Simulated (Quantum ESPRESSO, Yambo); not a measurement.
Planning a run of Yambo 5.3.0 on WSe2 (P6_3/mmc). The input:

```
optics
bss
bse
em1s
dipoles
rim_cut
RandQpts= 1000000
RandGvec= 1 RL
Chimod= "HARTREE"
BSKmod= "SEX"
BSEmod= "resonant"
BSSmod= "h"
BSENGexx= 20 Ry
BSENGBlk= 4 Ry
% BSEQptR
 1 | 1 |
%
% BSEBands
 59 | 68 |
%
% BEnRange
 0 | 7 | eV
%
% BDmRange
 0.1 | 0.1 | eV
%
BEnSteps= 141
% BLongDir
 1 | 0 | 0 |
%
% BndsRnXs
 45 | 90 |
%
NGsBlkXs= 4 Ry
% LongDrXs
 1 | 1 | 1 |
%
% KfnQP_E
 0.612 | 1.0 | 1.0 |
%
BSHayTrs= -0.02
FFTGvecs= 47 Ry
```

The database entry behind the starting cell differs from later determinations by our own check (a about 0.2 % long), so it need not match the best structure at ambient conditions.

```sh
OMP_NUM_THREADS=2 mpirun -n 4 yambo -F bse14.in -J bse14,bse13_W -C bse14 > bse14.log
```

The stored states that it reads are on a 15×15×4 mesh. The structure is hexagonal, space group P6_3/mmc (No. 194). The conventional cell has a = 3.290 Å, b = 3.290 Å, c = 12.970 Å, α = 90.00°, β = 90.00°, γ = 120.00°. Nearest to W lie 6 Se at 2.53 Å. Se has 3 W at 2.53 Å nearest. Farther neighbours and most contacts between anions are not listed.

**Question.** How long will it take on 4 MPI ranks of Arm Neoverse V2, shared host, and how much memory?

It took 12 min; on shared hardware allow 5.8 min to 23 min. Peak host memory was 7.2 GiB.

The kernel grows as the square of the matrix size, and full diagonalisation as its cube.

[Paths, hosts, dates, memory and timing lines, banners, echoed tables and standing remarks are left out of the program output.]

[Logs are printed without paths, hosts, clocks, repeated set-up lines and the standing remarks that a program may print on its own settings, such as how far it seeks lower states.]

[Runs of the session that timed out or met a known fault of the program may be left out.]

[Hosts, paths, dates, database ids (printed as entryN), source tags and the programs' standing remarks are cut or masked in the printed files.]
